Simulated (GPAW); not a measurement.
# free-standing square Ir monolayer, spacing 3.288 A: cost and accuracy of the smearing

Aim: see how far moments and order energies of free-standing square Ir monolayer, spacing 3.288 A move with the smearing, and what each rung costs.

Main program and level: GPAW 26.7.0; PBE; plane waves with GPAW's PAW setups, scalar-relativistic.

This is a report of a sequence of runs, with most program output left out.

### Step 1. Starting point

The cell holds 1 atom: 1 Ir. Cell: a = 3.288 Å, b = 3.288 Å, c = 14.000 Å, α = 90.0°, β = 90.0°, γ = 90.0°. model lattice. Vacuum lies along c.

Coordinates:

```cif
data_structure
_symmetry_space_group_name_H-M 'P 1'
_symmetry_Int_Tables_number 1
_cell_length_a 3.2880
_cell_length_b 3.2880
_cell_length_c 14.0000
_cell_angle_alpha 90.000
_cell_angle_beta 90.000
_cell_angle_gamma 90.000
_cell_volume 151.35
loop_
_atom_site_label
_atom_site_type_symbol
_atom_site_fract_x
_atom_site_fract_y
_atom_site_fract_z
_atom_site_occupancy
Ir1 Ir 0.00000 0.00000 0.50000 1
```

### Step 2. Rung 1 (width 0.4 eV), start ferro +

A wide smearing converges easily but acts like a high temperature on the moments; each rung narrows it.

Contents of order1.py:

```python
import json
import numpy as np
from ase import Atoms
from ase.parallel import paropen, parprint
from gpaw import GPAW

atoms = Atoms(['Ir'],
    cell=[[3.288, 0.0, 0.0],
         [0.0, 3.288, 0.0],
         [0.0, 0.0, 14.0]],
    scaled_positions=[[0.0, 0.0, 0.5]],
    pbc=True,
    magmoms=[1.0])
atoms.calc = GPAW(mode={'name': 'pw', 'ecut': 550},
    xc='PBE',
    kpts={'size': (8, 8, 1), 'gamma': True},
    occupations={'name': 'fermi-dirac', 'width': 0.4},
    convergence={'density': 1e-05, 'energy': 1e-05},
    maxiter=200,
    txt='order1.txt')
e = atoms.get_potential_energy(force_consistent=True)
res = {'free_energy': e, 'energy_sigma0': atoms.get_potential_energy(), 'fermi_energy': atoms.calc.get_fermi_level()}
res['moments'] = atoms.get_magnetic_moments().tolist()
res['total'] = atoms.get_magnetic_moment()
parprint('site moments (muB):', np.round(res['moments'], 3))
parprint(f"total moment: {res['total']:.3f} muB")
parprint(f'free energy: {e:.6f} eV')
atoms.calc.write('order1.gpw')
with paropen('results.json', 'w') as f:
    json.dump(res, f)
```

On the command line:

```sh
$ OMP_NUM_THREADS=1 python3 order1.py > order1.log
```

It took 30 s on 1 MPI rank of Arm Neoverse V2, shared host; peak memory 0.22 GiB.

Numbers from this step:

```yaml
magnetization: 1.047 μB
final_state: ferromagnetic
largest_moment: 0.9000 μB
```

After 15 cycles the largest moment stands at 0.900 μB.

### Step 3. Rung 1 (width 0.4 eV), start antiferro q=(1/2,1/2,0) +-

The second start gives the energy difference between the two end states, the quantity that is followed up the ladder. Its q is in fractions of the reciprocal vectors of the first run's cell.

Contents of order2.py:

```python
import json
import numpy as np
from ase import Atoms
from ase.parallel import paropen, parprint
from gpaw import GPAW

atoms = Atoms(['Ir', 'Ir'],
    cell=[[6.576, 0.0, 0.0],
         [3.288, 3.288, 0.0],
         [0.0, 0.0, 14.0]],
    scaled_positions=[[0.0, 0.0, 0.5],
         [0.5, 0.0, 0.5]],
    pbc=True,
    magmoms=[1.0, -1.0])
atoms.calc = GPAW(mode={'name': 'pw', 'ecut': 550},
    xc='PBE',
    kpts={'size': (4, 8, 1), 'gamma': True},
    occupations={'name': 'fermi-dirac', 'width': 0.4},
    convergence={'density': 1e-05, 'energy': 1e-05},
    maxiter=200,
    txt='order2.txt')
e = atoms.get_potential_energy(force_consistent=True)
res = {'free_energy': e, 'energy_sigma0': atoms.get_potential_energy(), 'fermi_energy': atoms.calc.get_fermi_level()}
res['moments'] = atoms.get_magnetic_moments().tolist()
res['total'] = atoms.get_magnetic_moment()
parprint('site moments (muB):', np.round(res['moments'], 3))
parprint(f"total moment: {res['total']:.3f} muB")
parprint(f'free energy: {e:.6f} eV')
atoms.calc.write('order2.gpw')
with paropen('results.json', 'w') as f:
    json.dump(res, f)
```

On the command line:

```sh
$ OMP_NUM_THREADS=1 python3 order2.py > order2.log
```

It took 3 min on 1 MPI rank; peak memory 0.48 GiB.

Numbers from this step:

```
magnetization  : 0 μB
final state    : antiferromagnetic
largest moment : 0.7454 μB
```

This start lies +2.6 meV a seeded atom from the first; its largest moment is 0.745 μB.

### Step 4. Rung 2 (width 0.2 eV), start ferro +

order1.py is the script of step 2 with these lines changed:

```diff
@@ -16,3 +16,3 @@
     kpts={'size': (8, 8, 1), 'gamma': True},
-    occupations={'name': 'fermi-dirac', 'width': 0.4},
+    occupations={'name': 'fermi-dirac', 'width': 0.2},
     convergence={'density': 1e-05, 'energy': 1e-05},
```

On the command line:

```sh
$ OMP_NUM_THREADS=1 python3 order1.py > order1.log
```

It took 26 s on 1 MPI rank; peak memory 0.22 GiB.

Read from the output:

```yaml
magnetization: 1.969 μB
final_state: ferromagnetic
largest_moment: 1.716 μB
```

The largest moment moves by +0.82 μB from rung 1, at 0.87 times its CPU time.

### Step 5. Rung 2 (width 0.2 eV), start antiferro q=(1/2,1/2,0) +-

order2.py is the script of step 3 with these lines changed:

```diff
@@ -17,3 +17,3 @@
     kpts={'size': (4, 8, 1), 'gamma': True},
-    occupations={'name': 'fermi-dirac', 'width': 0.4},
+    occupations={'name': 'fermi-dirac', 'width': 0.2},
     convergence={'density': 1e-05, 'energy': 1e-05},
```

On the command line:

```sh
$ OMP_NUM_THREADS=1 python3 order2.py > order2.log
```

Run time: 2.9 min. Hardware: 1 MPI rank; peak memory 0.48 GiB.

This step gave:

```
magnetization  : 0 μB
final state    : antiferromagnetic
largest moment : 1.295 μB
```

This start lies +83.2 meV a seeded atom from the first, a change of +80.5 meV since rung 1; its largest moment is 1.30 μB.

### Step 6. Rung 3 (width 0.1 eV), start ferro +

order1.py is the script of step 4 with these lines changed:

```diff
@@ -16,3 +16,3 @@
     kpts={'size': (8, 8, 1), 'gamma': True},
-    occupations={'name': 'fermi-dirac', 'width': 0.2},
+    occupations={'name': 'fermi-dirac', 'width': 0.1},
     convergence={'density': 1e-05, 'energy': 1e-05},
```

On the command line:

```sh
$ OMP_NUM_THREADS=1 python3 order1.py > order1.log
```

Elapsed: 29 s, on 1 MPI rank; peak memory 0.22 GiB.

This step gave:

| Item | Value |
| --- | --- |
| magnetization | 2.062 μB |
| final state | ferromagnetic |
| largest moment | 1.807 μB |

The largest moment moves by +0.09 μB from rung 2, at 1.1 times its CPU time.

### Step 7. Rung 3 (width 0.1 eV), start antiferro q=(1/2,1/2,0) +-

order2.py is the script of step 5 with these lines changed:

```diff
@@ -17,3 +17,3 @@
     kpts={'size': (4, 8, 1), 'gamma': True},
-    occupations={'name': 'fermi-dirac', 'width': 0.2},
+    occupations={'name': 'fermi-dirac', 'width': 0.1},
     convergence={'density': 1e-05, 'energy': 1e-05},
```

On the command line:

```sh
$ OMP_NUM_THREADS=1 python3 order2.py > order2.log
```

It took 3.5 min on 1 MPI rank; peak memory 0.48 GiB.

This step gave:

```
magnetization  : 0 μB
final state    : antiferromagnetic
largest moment : 1.279 μB
```

This start lies +140.1 meV a seeded atom from the first, a change of +56.9 meV since rung 2; its largest moment is 1.28 μB.

### Step 8. Rung 4 (width 0.05 eV), start ferro +

order1.py is the script of step 6 with these lines changed:

```diff
@@ -16,3 +16,3 @@
     kpts={'size': (8, 8, 1), 'gamma': True},
-    occupations={'name': 'fermi-dirac', 'width': 0.1},
+    occupations={'name': 'fermi-dirac', 'width': 0.05},
     convergence={'density': 1e-05, 'energy': 1e-05},
```

On the command line:

```sh
$ OMP_NUM_THREADS=1 python3 order1.py > order1.log
```

Wall time 29 s (1 MPI rank); peak memory 0.22 GiB.

Numbers from this step:

```yaml
magnetization: 2.110 μB
final_state: ferromagnetic
largest_moment: 1.848 μB
```

The largest moment moves by +0.04 μB from rung 3, at 0.99 times its CPU time.

### Step 9. Rung 4 (width 0.05 eV), start antiferro q=(1/2,1/2,0) +-

order2.py is the script of step 7 with these lines changed:

```diff
@@ -17,3 +17,3 @@
     kpts={'size': (4, 8, 1), 'gamma': True},
-    occupations={'name': 'fermi-dirac', 'width': 0.1},
+    occupations={'name': 'fermi-dirac', 'width': 0.05},
     convergence={'density': 1e-05, 'energy': 1e-05},
```

On the command line:

```sh
$ OMP_NUM_THREADS=1 python3 order2.py > order2.log
```

Wall time 3.3 min (1 MPI rank); peak memory 0.48 GiB.

This step gave:

| Quantity | Value |
| --- | --- |
| magnetization | 0 μB |
| final state | antiferromagnetic |
| largest moment | 1.231 μB |

This start lies +149.4 meV a seeded atom from the first, a change of +9.3 meV since rung 3; its largest moment is 1.23 μB.

### Step 10. Rung 5 (width 0.02 eV), start ferro +

order1.py is the script of step 8 with these lines changed:

```diff
@@ -16,3 +16,3 @@
     kpts={'size': (8, 8, 1), 'gamma': True},
-    occupations={'name': 'fermi-dirac', 'width': 0.05},
+    occupations={'name': 'fermi-dirac', 'width': 0.02},
     convergence={'density': 1e-05, 'energy': 1e-05},
```

On the command line:

```sh
$ OMP_NUM_THREADS=1 python3 order1.py > order1.log
```

It took 28 s on 1 MPI rank; peak memory 0.22 GiB.

This step gave:

```
magnetization  : 2.125 μB
final state    : ferromagnetic
largest moment : 1.860 μB
```

The largest moment moves by +0.01 μB from rung 4, at 0.99 times its CPU time.

### Step 11. Rung 5 (width 0.02 eV), start antiferro q=(1/2,1/2,0) +-

order2.py is the script of step 9 with these lines changed:

```diff
@@ -17,3 +17,3 @@
     kpts={'size': (4, 8, 1), 'gamma': True},
-    occupations={'name': 'fermi-dirac', 'width': 0.05},
+    occupations={'name': 'fermi-dirac', 'width': 0.02},
     convergence={'density': 1e-05, 'energy': 1e-05},
```

On the command line:

```sh
$ OMP_NUM_THREADS=1 python3 order2.py > order2.log
```

Elapsed: 3.6 min, on 1 MPI rank; peak memory 0.48 GiB.

Numbers from this step:

```yaml
magnetization: 0 μB
final_state: antiferromagnetic
largest_moment: 1.199 μB
```

This start lies +154.4 meV a seeded atom from the first, a change of +5.0 meV since rung 4; its largest moment is 1.20 μB.

### Step 12. Side by side

Ladder, by row:

| rung | smearing (eV) | state from the first start | state from the second start | second less first (meV a seeded atom) | moment, first (μB) | moment, second (μB) | CPU time (s) |
| --- | --- | --- | --- | --- | --- | --- | --- |
| 1 | 0.4 | ferromagnetic | antiferromagnetic | 2.623 | 0.9 | 0.7454 | 207.9 |
| 2 | 0.2 | ferromagnetic | antiferromagnetic | 83.16 | 1.716 | 1.295 | 196.9 |
| 3 | 0.1 | ferromagnetic | antiferromagnetic | 140.1 | 1.807 | 1.279 | 240.9 |
| 4 | 0.05 | ferromagnetic | antiferromagnetic | 149.4 | 1.848 | 1.231 | 226.4 |
| 5 | 0.02 | ferromagnetic | antiferromagnetic | 154.4 | 1.86 | 1.199 | 243.1 |

### Step 13. Outcome

```
range of the moment in the table, first start             : 0.900 to 1.86 μB
range of CPU time                                         : 3.3 min to 4.1 min
range of the energy difference                            : 2.62 to 154 meV a seeded atom
first rung from which all stay within 7.7 meV of the last : 4
```

What this shows: From rung 4 on the result stays within 5.0 meV of the last rung, inside the margin of 7.7 meV set for it, at 93 % of the last rung's cost. The first start ends lower on every rung of the table; whether functional and cell give the true order is another question. The mesh stays the same, and a narrow smearing needs a finer one, so the last rung is no sure reference.

[Logs and program files are shortened in this print: banners, set-up blocks, solver, clock and traceback lines can be left out without a mark of their own.]

[Logs are printed without paths, hosts, clocks, repeated set-up lines and the standing remarks that a program may print on its own settings, such as how far it seeks lower states.]

[Hosts, paths, dates, database ids (printed as entryN), source tags and the programs' standing remarks are cut or masked in the printed files.]

[Where a cell is said to come from a database of computed structures, the database is the Materials Project.]
